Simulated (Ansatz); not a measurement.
# Band gap of SnWO4 (Pnna) from density functionals to GW

Wanted: a ladder of band gaps for SnWO4 (Pnna), from density functionals to G0W0.

Method: density functionals, hybrids and G0W0, plane waves, PAW, in Ansatz 0.2.0.

Report form: the programs' logs are mostly left out.

**1. Starting point**

The structure is orthorhombic, space group Pnna (No. 52). Conventional cell: a = 5.627 Å, b = 11.649 Å, c = 4.997 Å, α = 90.00°, β = 90.00°, γ = 90.00°. Nearest to Sn lie 4 O at 2.18 to 2.39 Å. Nearest to W lie 6 O at 1.80 to 2.14 Å. O has 2 W at 1.80 to 2.14 Å nearest. O has 1 W at 1.89 Å and 2 Sn at 2.18 to 2.39 Å nearest. Farther neighbours and most contacts between anions are not listed.

The cell and positions come from the Crystallography Open Database and are kept as given unless a step says otherwise. Spin-orbit coupling is left out unless a step names it. The default PAW set here is soft_2. Its files were made with PBE.

**2. LDA on the 4×2×6 mesh**

Levels along a band path and on the mesh show where this functional puts the band edges.

This step: DFT, LDA, plane waves, PAW.

input.yaml

```yaml
crystal:
  lattice:
    - [5.627, 0.0, 0.0]
    - [0.0, 11.6486, 0.0]
    - [0.0, 0.0, 4.9973]
  atoms:
    - { symbol: Sn, position: [0.25, 0.0, 0.2196] }
    - { symbol: Sn, position: [0.25, 0.5, 0.2804] }
    - { symbol: Sn, position: [0.75, 0.0, 0.7804] }
    - { symbol: Sn, position: [0.75, 0.5, 0.7196] }
    - { symbol: W, position: [0.6677, 0.25, 0.25] }
    - { symbol: W, position: [0.8323, 0.75, 0.25] }
    - { symbol: W, position: [0.3323, 0.75, 0.75] }
    - { symbol: W, position: [0.1677, 0.25, 0.75] }
    - { symbol: O, position: [0.3765, 0.2987, 0.9988] }
    - { symbol: O, position: [0.1235, 0.7013, 0.9988] }
    - { symbol: O, position: [0.3765, 0.2013, 0.5012] }
    - { symbol: O, position: [0.1235, 0.7987, 0.5012] }
    - { symbol: O, position: [0.6235, 0.7013, 0.0012] }
    - { symbol: O, position: [0.8765, 0.2987, 0.0012] }
    - { symbol: O, position: [0.6235, 0.7987, 0.4988] }
    - { symbol: O, position: [0.8765, 0.2013, 0.4988] }
    - { symbol: O, position: [0.1019, 0.3961, 0.6037] }
    - { symbol: O, position: [0.3981, 0.6039, 0.6037] }
    - { symbol: O, position: [0.1019, 0.1039, 0.8963] }
    - { symbol: O, position: [0.3981, 0.8961, 0.8963] }
    - { symbol: O, position: [0.8981, 0.6039, 0.3963] }
    - { symbol: O, position: [0.6019, 0.3961, 0.3963] }
    - { symbol: O, position: [0.8981, 0.8961, 0.1037] }
    - { symbol: O, position: [0.6019, 0.1039, 0.1037] }
kpoints:
  mp_grid: { grid: [4, 2, 6] }
  band_path:
    path:
      - [[0.0, 0.0, 0.0], [0.5, 0.0, 0.0], [0.5, 0.5, 0.0], [0.0, 0.5, 0.0], [0.0, 0.0, 0.0], [0.0, 0.0, 0.5], [0.5, 0.0, 0.5], [0.5, 0.5, 0.5], [0.0, 0.5, 0.5], [0.0, 0.0, 0.5]]
      - [[0.5, 0.0, 0.0], [0.5, 0.0, 0.5]]
      - [[0.0, 0.5, 0.0], [0.0, 0.5, 0.5]]
      - [[0.5, 0.5, 0.0], [0.5, 0.5, 0.5]]
    npoints: 10
hamiltonian:
  xc: lda
scf:
  occupations: { method: fermi_dirac, width: 0.02 }
  n_extra_bands: 12
output:
  eigenvalues: true
```

Launch:

```console
$ ansatz run input.yaml --threads 16 --pin off --max-ram 92160MiB --backend cuda --events-out ev --progress --plain --runs-dir out --devices 1 --max-vram 157GiB
```

The job ended after 2.9 s (1 × NVIDIA GB200 with 16 threads of Arm Neoverse V2, shared host; peak memory 1.4 GiB).

Numbers from this step:

```
filled bands         : 104
gap                  : 1.350 eV
valence top at       : k = (0.000, 0.000, 0.300)
conduction bottom at : Γ
least direct gap     : 1.416 eV
```

Over mesh and path the gap is 1.350 eV, from k = (0.000, 0.000, 0.300) to k = Γ. The least direct gap found is 1.416 eV, at k = (0.000, 0.500, 0.100). On the 4×2×6 mesh alone the same run gives 1.365 eV, so that mesh misses an edge of LDA: 1.365 − 1.350 = +0.015 eV.

**3. LDA+SOC on the 4×2×6 mesh**

This run has two-component orbitals with spin-orbit coupling.

This step: DFT, LDA with spin-orbit coupling, plane waves, PAW.

input.yaml, as its differences from that of step 2:

```diff
@@ -34,7 +34,13 @@
     path:
-      - [[0.0, 0.0, 0.0], [0.5, 0.0, 0.0], [0.5, 0.5, 0.0], [0.0, 0.5, 0.0], [0.0, 0.0, 0.0], [0.0, 0.0, 0.5], [0.5, 0.0, 0.5], [0.5, 0.5, 0.5], [0.0, 0.5, 0.5], [0.0, 0.0, 0.5]]
-      - [[0.5, 0.0, 0.0], [0.5, 0.0, 0.5]]
-      - [[0.0, 0.5, 0.0], [0.0, 0.5, 0.5]]
-      - [[0.5, 0.5, 0.0], [0.5, 0.5, 0.5]]
-    npoints: 10
+      - [0.0, 0.0, 0.0]
+      - [0.5, 0.0, 0.0]
+      - [0.5, 0.5, 0.0]
+      - [0.0, 0.5, 0.0]
+      - [0.0, 0.0, 0.5]
+      - [0.5, 0.0, 0.5]
+      - [0.5, 0.5, 0.5]
+      - [0.0, 0.5, 0.5]
+      - [0.0, 0.0, 0.3]
+      - [0.0, 0.5, 0.1]
+    npoints: 1
 hamiltonian:
@@ -42,4 +48,7 @@
 scf:
-  occupations: { method: fermi_dirac, width: 0.02 }
-  n_extra_bands: 12
+  occupations: { method: fixed }
+  n_extra_bands: 24
+magnetization:
+  noncollinear: true
+  spin_orbit: true
 output:
```

It took 3.6 s on 1 × NVIDIA GB200 with 16 threads; peak memory 2 GiB; 21 s of CPU time.

This step gave:

```yaml
gap: 1.316 eV
valence_top_at: k = (0.000, 0.000, 0.300)
conduction_bottom_at: k = (0.000, 0.500, 0.100)
least_direct_gap: 1.353 eV
```

Over mesh and listed points the gap is 1.316 eV, from k = (0.000, 0.000, 0.300) to k = (0.000, 0.500, 0.100). The least direct gap found is 1.353 eV, at k = (0.000, 0.500, 0.100). On the 4×2×6 mesh alone the same run gives 1.343 eV, so that mesh misses an edge of LDA+SOC: 1.343 − 1.316 = +0.027 eV. LDA+SOC against LDA: 1.316 − 1.350 = −0.034 eV. Mesh, set of files and cutoff are the same, but the conduction bottom lies at another k point, so this need not be the shift of one pair of states. The spin-orbit run sees mesh and listed points alone, so its gap is an upper bound: the coupling can move an edge off these points, and the change over the zone, its sign included where it is small, is not known.

**4. HSE06 on the 4×2×4 mesh**

HSE06 mixes in a quarter of exact exchange at short range.

This step: DFT, HSE06, plane waves, PAW.

input.yaml, as its differences from that of step 3:

```diff
@@ -31,3 +31,3 @@
 kpoints:
-  mp_grid: { grid: [4, 2, 6] }
+  mp_grid: { grid: [4, 2, 4] }
   band_path:
@@ -46,9 +46,6 @@
 hamiltonian:
-  xc: lda
+  xc: hse06
 scf:
   occupations: { method: fixed }
-  n_extra_bands: 24
-magnetization:
-  noncollinear: true
-  spin_orbit: true
+  n_extra_bands: 12
 output:
```

Run time: 39 s. Hardware: 1 × NVIDIA GB200 with 16 threads; peak memory 3 GiB; 7.2 min of CPU time.

This step gave:

| Property | Result |
| --- | --- |
| gap | 2.078 eV |
| valence top at | k = (0.000, 0.000, 0.250) |
| conduction bottom at | Γ |
| least direct gap | 2.135 eV |
| exact-exchange fraction | 0.25 |

Over mesh and listed points the gap is 2.078 eV, from k = (0.000, 0.000, 0.250) to k = Γ. The least direct gap found is 2.135 eV, at k = (0.000, 0.500, 0.000). HSE06 against LDA: 2.078 − 1.350 = +0.728 eV. The runs also differ in mesh (4×2×6 and 4×2×4), and the valence top lies at another k point, so how much of this comes from the functional alone is not known.

**5. HSE06+SOC on the 4×2×4 mesh**

This step: DFT, HSE06 with spin-orbit coupling, plane waves, PAW.

input.yaml, as its differences from that of step 4:

```diff
@@ -49,3 +49,6 @@
   occupations: { method: fixed }
-  n_extra_bands: 12
+  n_extra_bands: 24
+magnetization:
+  noncollinear: true
+  spin_orbit: true
 output:
```

Wall time 2.3 min (1 × NVIDIA GB200 with 16 threads); peak memory 9 GiB; 24 min of CPU time.

Numbers from this step:

```
gap                     : 2.038 eV
valence top at          : k = (0.000, 0.000, 0.250)
conduction bottom at    : k = (0.000, 0.500, 0.100)
least direct gap        : 2.064 eV
exact-exchange fraction : 0.25
```

Over mesh and listed points the gap is 2.038 eV, from k = (0.000, 0.000, 0.250) to k = (0.000, 0.500, 0.100). The least direct gap found is 2.064 eV, at k = (0.000, 0.500, 0.100). On the 4×2×4 mesh alone the same run gives 2.062 eV, so that mesh misses an edge of HSE06+SOC: 2.062 − 2.038 = +0.024 eV. HSE06+SOC against HSE06: 2.038 − 2.078 = −0.040 eV. Mesh, set of files and cutoff are the same, but the conduction bottom lies at another k point, so this need not be the shift of one pair of states. The spin-orbit run sees mesh and listed points alone, so its gap is an upper bound: the coupling can move an edge off these points, and the change over the zone, its sign included where it is small, is not known.

**6. G0W0@LDA, 4×2×4 mesh, 1505 empty bands, screening to 160 eV, hard PAW files**

G0W0 replaces the xc potential by a self-energy built once from the orbitals of the start. Levels are corrected in the window of bands that the input names, at points of the mesh.

This step: G0W0 on LDA, plane waves, PAW.

input.yaml, as its differences from that of step 5:

```diff
@@ -32,24 +32,12 @@
   mp_grid: { grid: [4, 2, 4] }
-  band_path:
-    path:
-      - [0.0, 0.0, 0.0]
-      - [0.5, 0.0, 0.0]
-      - [0.5, 0.5, 0.0]
-      - [0.0, 0.5, 0.0]
-      - [0.0, 0.0, 0.5]
-      - [0.5, 0.0, 0.5]
-      - [0.5, 0.5, 0.5]
-      - [0.0, 0.5, 0.5]
-      - [0.0, 0.0, 0.3]
-      - [0.0, 0.5, 0.1]
-    npoints: 1
 hamiltonian:
-  xc: hse06
+  xc: lda
+  pseudopotentials: { kind: paw, source: ansatz }
 scf:
   occupations: { method: fixed }
-  n_extra_bands: 24
-magnetization:
-  noncollinear: true
-  spin_orbit: true
-output:
-  eigenvalues: true
+gw:
+  n_empty_bands: 1505
+  ecut_chi: 160.0
+  qp_bands: [v4, c4]
+  qp_kpoints: band_edges
+  screening: { model: contour_deformation }
```

Wall time 4.6 min (1 × NVIDIA GB200 with 16 threads); peak memory 19 GiB; 12 min of CPU time.

This step gave:

```
bands summed                                    : 1653
RPA ε∞ on this mesh (eigenvalues)               : 6.318, 6.536, 7.761
plane waves in the screening matrix             : 1517
G0W0 gap over the corrected points              : 2.498 eV
k of the valence top                            : 0, 0, 0.25
k of the conduction bottom                      : 0, 0, 0
starting gap on the mesh                        : 1.357 eV
Z at the valence top                            : 0.7552
Z at the conduction bottom                      : 0.7578
least direct G0W0 gap over the corrected points : 2.554 eV
```

Over 17 of 18 irreducible mesh points the G0W0 gap is 2.498 eV, from k = (0.000, 0.000, 0.250) to k = Γ. The LDA gap of this run on the mesh is 1.357 eV. The two states that bound the G0W0 gap lie that far apart at the start, so the correction of the gap is 2.498 − 1.357 = +1.141 eV.

**7. Gap and time by level**

Each gap is the least one over the points named; times are wall times on shared hosts, not benchmarks. A G0W0 time includes the run's own self-consistent start. Runs with listed points see these and the mesh alone, so an edge that moves elsewhere is missed. Rows marked * are further runs, not shown as steps, whose inputs differ from the G0W0 step on the same start in the columns given; solver thresholds can differ too.

```
    level   mesh       files, cutoff  bands summed, screening                            points  gap (eV)            valence top      conduction bottom  least direct gap (eV)     time
      LDA  4×2×6  soft_2 PAW, 420 eV                        -                     mesh and path     1.350  (0.000, 0.000, 0.300)                      Γ                  1.416    2.9 s
  LDA+SOC  4×2×6  soft_2 PAW, 420 eV                        -            mesh and listed points     1.316  (0.000, 0.000, 0.300)  (0.000, 0.500, 0.100)                  1.353    3.6 s
    HSE06  4×2×4  soft_2 PAW, 420 eV                        -            mesh and listed points     2.078  (0.000, 0.000, 0.250)                      Γ                  2.135     39 s
HSE06+SOC  4×2×4  soft_2 PAW, 420 eV                        -            mesh and listed points     2.038  (0.000, 0.000, 0.250)  (0.000, 0.500, 0.100)                  2.064  2.3 min
G0W0@LDA*  4×2×4    hard PAW, 930 eV              891, 100 eV  17 of 18 irreducible mesh points     2.508  (0.000, 0.000, 0.250)                      Γ                  2.569  2.1 min
 G0W0@LDA  4×2×4    hard PAW, 930 eV             1653, 160 eV  17 of 18 irreducible mesh points     2.498  (0.000, 0.000, 0.250)                      Γ                  2.554  4.6 min
```

**8. Results**

```yaml
lda_over_mesh_and_path: 1.350 eV
lda_soc_over_mesh_and_listed_points: 1.316 eV
hse06_over_mesh_and_listed_points: 2.078 eV
hse06_soc_over_mesh_and_listed_points: 2.038 eV
g0w0_lda_1653_bands_4x2x4_over_17_of_18_irreducible_mesh_points: 2.498 eV
known_limits: finite bands, screening cutoff and k mesh; no spin-orbit coupling in G0W0
```

The rows run from 1.316 eV (LDA+SOC) to 2.508 eV (G0W0@LDA (891 bands, 4×2×4)). They differ in mesh, files, plane-wave cutoff, bands and screening cutoff of G0W0 and the points over which the gap was sought as well as in level, so only pairs that share these are like for like. No two rows share mesh, files, cutoffs and edge points. G0W0@LDA (1653 bands, 4×2×4) moves the gap of its own start on the mesh by 2.498 − 1.357 = +1.141 eV, between the same two levels. Over mesh and path, LDA puts the valence top at k = (0.000, 0.000, 0.300), where no G0W0 correction was computed. The G0W0 gap over the whole zone is therefore not known from this run; at its settings it can only be equal to or under the 2.498 eV found, and no correction is carried over from another point. For the start itself the gap is 1.350 eV over mesh and path and 1.357 eV on the mesh of the G0W0 run, in runs that differ in mesh (4×2×6 and 4×2×4), files (soft_2 PAW and hard PAW) and plane-wave cutoff (420 eV and 930 eV). What spin-orbit coupling does to the G0W0 levels was not computed, so no sum with the G0W0 gap is formed. For G0W0@LDA: from 891 bands and 100 eV to 1653 bands and 160 eV the gap moves by 2.498 − 2.508 = −0.010 eV; bands and screening cutoff rise together, so their parts are not told apart. Two runs can't test a law of convergence, so the limit is not known. The G0W0 runs are scalar-relativistic. No pair of G0W0 runs that differ in the mesh alone is shown (4×2×4 is a supercell whose nearest images lie 20 Å apart), so the error from the mesh is not known here. G0W0 is shown with one set of atomic data (hard PAW), so the error from the files is not known here.

[Paths, hosts, dates, memory and timing lines, banners, echoed tables and standing remarks are left out of the program output.]

[Logs are printed without paths, hosts, clocks, repeated set-up lines and the standing remarks that a program may print on its own settings, such as how far it seeks lower states.]

[Runs of the session that timed out or met a known fault of the program may be left out.]

[Cells called generated may have been cut or substituted from an entry of the Crystallography Open Database or the Materials Project.]

[Hosts, paths, dates, database ids (printed as entryN), source tags and the programs' standing remarks are cut or masked in the printed files.]

[Where an RPA ε∞ is given, it is that of the G0W0 mesh and is not shown converged in it. Names of k-points follow the symmetry that the program found, which can be lower than the space group named. Band edges on a path are those of the sampled points; other points can move an edge, and change direct to indirect where valleys lie close.]

[Hybrid gaps are those of their k-mesh and are not shown converged in it.]
